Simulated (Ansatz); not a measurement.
# Where F_i (void) puts its levels in the gap of MgO (Fm-3m)

Charge states of F_i (void) in MgO (Fm-3m), set against the band edges. Model: a cell of 54 host atoms with 1 F put in.

Program: Ansatz 0.2.0. Level of theory: place-levels on r2SCAN runs: charge-transition levels and formation energies with image-charge correction and potential alignment at the atomic sites; PAW set soft_1. Results are calculated unless marked as measured.

**Measured values to reproduce.**

For MgO, rocksalt (bulk crystal), “Electronic structure of alkaline earth and post-transition metal oxides” (2009, arxiv:0908.1581) quotes earlier work: band gap (literature experimental gap) 7.83 eV [Literature value based on experiment; other listed experimental values range from 7.7 to …].

### Step 1. The starting structure

The cell holds 55 atoms: 27 Mg, 27 O and 1 F. Its edges and angles: a = 8.925 Å, b = 8.925 Å, c = 8.925 Å, α = 60.0°, β = 60.0°, γ = 60.0°. It derives from MgO (space group Fm-3m). Nearest the centre at fractional (0.250, 0.250, 0.917): F55 at 0.00 Å, Mg25 at 1.82 Å, O2 at 1.82 Å, Mg19 at 1.82 Å, O24 at 1.82 Å, O12 at 1.82 Å, Mg7 at 1.82 Å, Mg29 at 1.82 Å.

Known beforehand: the electronic dielectric constant, 3.24, and the static one, 10.37, from a response run on this crystal (DFPT, PBEsol) at that run's own cell.

The cell's shortest repeat is 8.9 Å.

### Step 2. What was run first

Levels follow from differences of total energies between charge states, each relaxed by itself.

Random displacements of about 0.05 Å break the site symmetry at the start, so that the relaxation can reach a distorted minimum if there is one. Forces are taken at one point at (¼, ¼, ¼). The cell holds 1 electron more than the neutral one, with a uniform background that keeps it neutral on the whole.

The sampling was tested on the host first: at the k-points planned (1x1x1 shifted 0.25 0.25 0.25) its energy lies 0.020 eV an atom from the dense-mesh value, under the bound of 0.02 eV set for this test; that bounds the host's error, not the defect's.

One of the inputs; charge, spin and start change from state to state.

Input file qm1.relax/input.yaml:

```yaml
crystal:
  lattice:
    - [0.0, 6.31124291, 6.31124291]
    - [6.31124291, 0.0, 6.31124291]
    - [6.31124291, 6.31124291, 0.0]
  atoms:
    - { symbol: Mg, position: [0.0, 0.0, 0.0] }
    - { symbol: O, position: [0.16666667, 0.16666667, 0.16666667] }
    - { symbol: Mg, position: [0.0, 0.0, 0.33333333] }
[... 2 atom lines left out ...]
    - { symbol: O, position: [0.16666667, 0.16666667, 0.83333333] }
    - { symbol: Mg, position: [0.0, 0.33333333, 0.0] }
    - { symbol: O, position: [0.16666667, 0.5, 0.16666667] }
    - { symbol: Mg, position: [0.0, 0.33333333, 0.33333333] }
[... 2 atom lines left out ...]
    - { symbol: O, position: [0.16666667, 0.5, 0.83333333] }
    - { symbol: Mg, position: [0.0, 0.66666667, 0.0] }
    - { symbol: O, position: [0.16666667, 0.83333333, 0.16666667] }
[... 4 atom lines left out ...]
    - { symbol: Mg, position: [0.33333333, 0.0, 0.0] }
    - { symbol: O, position: [0.5, 0.16666667, 0.16666667] }
    - { symbol: Mg, position: [0.33333333, 0.0, 0.33333333] }
[... 2 atom lines left out ...]
    - { symbol: O, position: [0.5, 0.16666667, 0.83333333] }
    - { symbol: Mg, position: [0.33333333, 0.33333333, 0.0] }
[... 3 atom lines left out ...]
    - { symbol: Mg, position: [0.33333333, 0.33333333, 0.66666667] }
    - { symbol: O, position: [0.5, 0.5, 0.83333333] }
[... 1 atom line left out ...]
    - { symbol: O, position: [0.5, 0.83333333, 0.16666667] }
[... 4 atom lines left out ...]
    - { symbol: Mg, position: [0.66666667, 0.0, 0.0] }
[... 6 atom lines left out ...]
    - { symbol: O, position: [0.83333333, 0.5, 0.16666667] }
[... 10 atom lines left out ...]
    - { symbol: F, position: [0.25, 0.25, 0.916667] }
  host:
    repeats: [3, 3, 3]
    atoms:
      - { symbol: Mg, position: [0.0, 0.0, 0.0] }
      - { symbol: O, position: [0.5, 0.5, 0.5] }
total_charge: -1
basis:
  ecutwfc: 500
  xc_grid: 2
hamiltonian:
  xc: r2scan
  pseudopotentials: { kind: paw, azcp: { folder: soft_1 } }
kpoints:
  mp_grid: { grid: [1, 1, 1], shift: [0.25, 0.25, 0.25] }
scf:
  occupations: { method: fixed }
  max_iter: 80
output:
  forces: true
  charged_corrections:
    epsilon: 3.24
    static_epsilon: 10.37
    defect_position: [0.25, 0.25, 0.916667]
relax:
  f_tol: 0.02
  max_steps: 80
  random_displacement: { amplitude: 0.05, seed: 5575 }
checkpoint:
  write: "../qm1.relax.run"
  compress: false
  write_wavefunctions: true
  write_every: 100000
```

On the command line:

```sh
ansatz run input.yaml --threads 4 --pin off --max-ram 7536MiB --backend cpu --events-out ev --progress --plain --runs-dir out
```

The relaxed structure is kept and the sampling changed to a 2×2×2 shifted mesh.

The run of this state that the levels use, under r2SCAN:

Input file qm1.point/input.yaml:

```yaml
crystal:
  checkpoint: "../qm1.relax.run"
  host: checkpoint
total_charge: -1
basis:
  ecutwfc: 500
  xc_grid: 2
hamiltonian:
  xc: r2scan
  pseudopotentials: { kind: paw, azcp: { folder: soft_1 } }
kpoints:
  mp_grid: { grid: [2, 2, 2], shift: [0.5, 0.5, 0.5] }
scf:
  occupations: { method: fermi_dirac, width: 0.01 }
  max_iter: 80
output:
  forces: true
  eigenvalues: true
  charged_corrections:
    epsilon: 3.24
    static_epsilon: 10.37
    defect_position: [0.25, 0.25, 0.916667]
  eigenstates: { localisation: true }
  populations: true
  band_densities: [{ bands: [v1, v1] }, { bands: [c1, c1] }]
  write_density: true
  write_potential: true
  volumetric_format: npy
checkpoint:
  read: "../qm1.relax.run"
  write: "../qm1.point.run"
  compress: false
  write_wavefunctions: false
  write_every: 100000
```

Relaxations under r2SCAN at one point at (¼, ¼, ¼); times on 4 threads of Arm Neoverse V1, shared host:

```tsv
charge	moment (μB)	occupations	outcome	steps	largest displacement against the far atoms (Å)	time
−1	0	fixed	converged	8	0.32	93 s
0	1	fixed	converged	9	0.80	4.3 min
```

Single points under r2SCAN at a 2×2×2 shifted mesh; times on 4 threads of Arm Neoverse V1, shared host:

```tsv
charge	moment (μB)	occupations	outcome	time
−1	0	fermi-dirac	converged	65 s
0	1	fermi-dirac	converged	2.5 min
```

Distances (Å) from F55 to the nearest atoms after relaxation with r2SCAN:

```tsv
charge	moment (μB)	1.	2.	3.	4.	5.	6.
−1	0	Mg 1.87	Mg 1.87	Mg 1.87	Mg 1.87	O 2.14	O 2.14
0	1	Mg 1.86	Mg 1.86	Mg 1.86	O 1.86	O 2.32	O 2.32
```

### Step 3. Placing the levels, r2SCAN

A charged cell interacts with its images and the background, and its potential has another zero than the host's. place-levels removes the first by a point-charge model, screened by the static dielectric constant since the ions have relaxed around the charge, and the second by comparing potentials at atoms far from the defect.

The host is a run of the defect-free crystal in the same cutoffs, grids and k-points, so that basis and sampling errors cancel in part in the differences. The host is run in a cell of 2 atoms on a matching mesh. Its band edges are searched through the zone by a band path, so the gap is smaller than, or equal to, that on the mesh. Chemical potentials are energies per atom of F (F2 molecule), run with the same functional and cutoff.

Input file levels.point.yaml:

```yaml
host:
  run: host.point.run
states: [qm1.point.run, q0_M1.point.run]
geometry_from:
  qm1.point.run: qm1.relax.run
  q0_M1.point.run: q0_M1.relax.run
chemical_potentials:
  F:
    energy: -806.862156
    dataset: "<sha256 of the dataset>"
epsilon: 3.24
static_epsilon: 10.37
vertical:
  - { from: qm1.point.run, to: qm1.point_neutral.run }
```

On the command line:

```sh
ansatz place-levels levels.point.yaml -- --threads 4 --pin off --max-ram 7536MiB
```

Numbers of over 12 decimals in the logs are rounded to 6 here.

Output:

```text
[... repeated set-up lines and file paths are left out, and long positions are rounded to six places ...]
(0/-1) 2.073 eV above the valence edge, 3.605 eV under the conduction edge
formation energy of charge 0: +2.375 eV with the Fermi level at the valence edge
formation energy of charge -1: +4.447 eV with the Fermi level at the valence edge
vertical -1 to 0: no energy, since no alignment is typed
  the change from vertical[0].from (qm1.point.run) to vertical[0].to (qm1.point_neutral.run): by its potential at epsilon 3.24 it stands at 0.175 0.175 0.843, with an rms radius of about 2.1 Å (1.2 1.2 1.2 Å across the planes of the cell's vectors); [...]
  edges by r2scan, gap 5.678 eV; the host is sampled to repeats of 17.85 Å
  the defect's cells are sampled to repeats of 17.85 Å, like sampling
  charge 0: +0.000 eV for its dipole among its images, +0.000 omitted
  charge -1: -68249.4401 eV with its correction of +0.122 eV, at epsilon 10.37, aligned at sites: +0.1297 eV, mean over 22 atomic sites at or beyond 4.46 Å from the defect at [0.2500, 0.2500, 0.9167], with +0.000000 for the charge's moments and without [...]
  of states[1] (q0_M1.point.run): its alignment with the host at atomic sites is doubtful: the mean over the far sites moves by +0.1762 eV from their farther parts to their nearer, more than 0.05 eV. [...]
  of states[0] (qm1.point.run): its alignment with the host at atomic sites is doubtful: the mean over the far sites moves by +0.2141 eV from their farther parts to their nearer, more than 0.05 eV. [...]
  vertical[0].to (qm1.point_neutral.run): levels filled in part (TS 0.010 eV): its energy is of no whole electron's
  of vertical[0].to (qm1.point_neutral.run): stability_check_not_made
```

Run time: 0.22 s. Hardware: 4 threads of Arm Neoverse V1, shared host.

Levels between the charges placed, in eV above the valence top:

```tsv
	gap (eV)	(0/−1)
r2SCAN	5.68	2.07
```

Corrections by state:

```tsv
charge	moment (μB)	image terms and alignment (eV)	band filling (eV)	ε used	over the lowest of its charge, as the program ranks them, band filling apart (eV)
0	1.0	0.000	-	-	0.000
−1	0.0	0.122	-	10.37	0.000
```

The charged structures listed were also run neutral, and place-levels reads from each pair, by the potential or the spins, how wide the charge is by which they differ; that can be the carrier of either run.

```tsv
charge	rms radius (Å)	spread where it is widest against the cell (Å)	wide from (Å)	reading
−1	2.1	1.19	1.26	narrow
```

The neutral runs of these pairs need not share the spin of the lowest neutral state, and very wide values only mean spread over the cell.

From the program's caveats on the states, each cut to its opening words:

- charge 0 (1 μB): its alignment with the host at atomic sites is doubtful: the mean over the far sites moves by +0.1762 eV from their farther parts to their nearer, more than [...]
- charge 0 (1 μB): its displacements don't fall off away from the defect: farther atoms stand 0.022 Å off the host's places
- charge 0 (1 μB): flagged: stability check not made
- charge −1: its alignment with the host at atomic sites is doubtful: the mean over the far sites moves by +0.2141 eV from their farther parts to their nearer, more than [...]

Chemical potentials of the elements' reference phases, run alike. Formation energies (elemental references), with the Fermi level at the valence top and at the conduction bottom (gap 5.68 eV):

```tsv
charge	at valence top (eV)	at conduction bottom (eV)	correction included (eV)
0	2.37	2.37	0.00
−1	4.45	-1.23	0.12
```

Fermi level (eV), lowest formation energy (eV) and a bar from the least value:
```
     0.00       2.37 ##############################
     0.52       2.37 ##############################
     1.03       2.37 ##############################
     1.55       2.37 ##############################
     2.06       2.37 ##############################
     2.58       1.87 ##########################
     3.10       1.35 #####################
     3.61       0.83 #################
     4.13       0.32 #############
     4.65      -0.20 #########
     5.16      -0.72 ####
     5.68      -1.23
```

### Step 4. Effect of the sampling

The relaxations' own energies give the levels at their sampling, for comparison.

Input file levels.relax_mesh.yaml:

```yaml
host:
  run: host.relax.run
states: [qm1.relax.run, q0_M1.relax.run]
chemical_potentials:
  F:
    energy: -806.862156
    dataset: "<sha256 of the dataset>"
```

On the command line:

```sh
ansatz place-levels levels.relax_mesh.yaml -- --threads 4 --pin off --max-ram 7536MiB
```

Output:

```text
(0/-1) 2.015 eV above the valence edge, 3.644 eV under the conduction edge
formation energy of charge 0: +2.304 eV with the Fermi level at the valence edge
formation energy of charge -1: +4.319 eV with the Fermi level at the valence edge
  edges by r2scan, gap 5.659 eV; the host is sampled to repeats of 8.93 Å
[... the lines on each state left out ...]
```

Elapsed: 0.09 s, on 4 threads.

Levels between neighbouring charges, in eV above the valence top:

```tsv
	gap (eV)	(0/−1)
one point at (¼, ¼, ¼)	5.66	2.02
a 2×2×2 shifted mesh	5.68	2.07
```

Going from one point at (¼, ¼, ¼) to a 2×2×2 shifted mesh moves the levels that carry no band-filling term by up to 0.06 eV and formation energies against the elements by up to 0.13 eV.

### Step 5. What came out

```
gap of the host                                                             : 5.68 eV (r2SCAN)
level (0/minus 1)                                                           : 2.07 eV above the valence top
lowest of the charges placed, just above the valence top (0.02 eV)          : 0
lowest of the charges placed, just below the conduction bottom (0.02 eV)    : −1
lowest formation energy at mid-gap of the charges run, elemental references : 1.61 eV
```

In words: Of the charges placed (−1 and 0), the lowest changes at 2.07 eV (0/−1) above the valence top, in a gap of 5.68 eV. Charges above 0 and below −1 were not placed, so these runs say nothing of levels that involve them. States placed: 0 at 1 μB; −1 at 0 μB. Other spin states or structures, where not listed, weren't placed. F is taken at its element; compounds, which aren't counted here, bound the chemical potentials and would shift these formation energies. Going from one point at (¼, ¼, ¼) to a 2×2×2 shifted mesh moves the levels that carry no band-filling term by up to 0.06 eV and formation energies against the elements by up to 0.13 eV. The program doubts the alignment of potentials for at least one state, a sign that the cell is small. What this leaves open: the images are only 8.9 Å apart; r2SCAN makes the gap too small and tends to spread out bound carriers; where a gas molecule sets a chemical potential or the host's formation energy, its binding is uncorrected.

Calculation against experiment:

| quantity | measured | r2SCAN |
| --- | --- | --- |
| band gap (least gap of the host) (eV) | 7.83 | 5.68 (-2.15 eV) |

Measured values from arxiv:0908.1581 (2009).

How well it matches: The band gap is off by -2.15 eV: a clear miss. Local and semilocal functionals usually give gaps below the measured ones. Zero-point and thermal motion shift the measured gap.

[Logs are printed without paths, hosts, clocks, repeated set-up lines and the standing remarks that a program may print on its own settings, such as how far it seeks lower states.]

[Hosts, paths, dates, database ids (printed as entryN), source tags and the programs' standing remarks are cut or masked in the printed files.]

[Where a table of states has a column of steps, it counts the stored structures, which are thinned; the runs took as many ionic steps or more.]

[A defect's name tells the site on which it was built; relaxed atoms can leave that site.]

[For some hosts the program warned that the k-mesh of the response run may be too coarse for force constants and the static dielectric constant; such warnings are not shown here.]
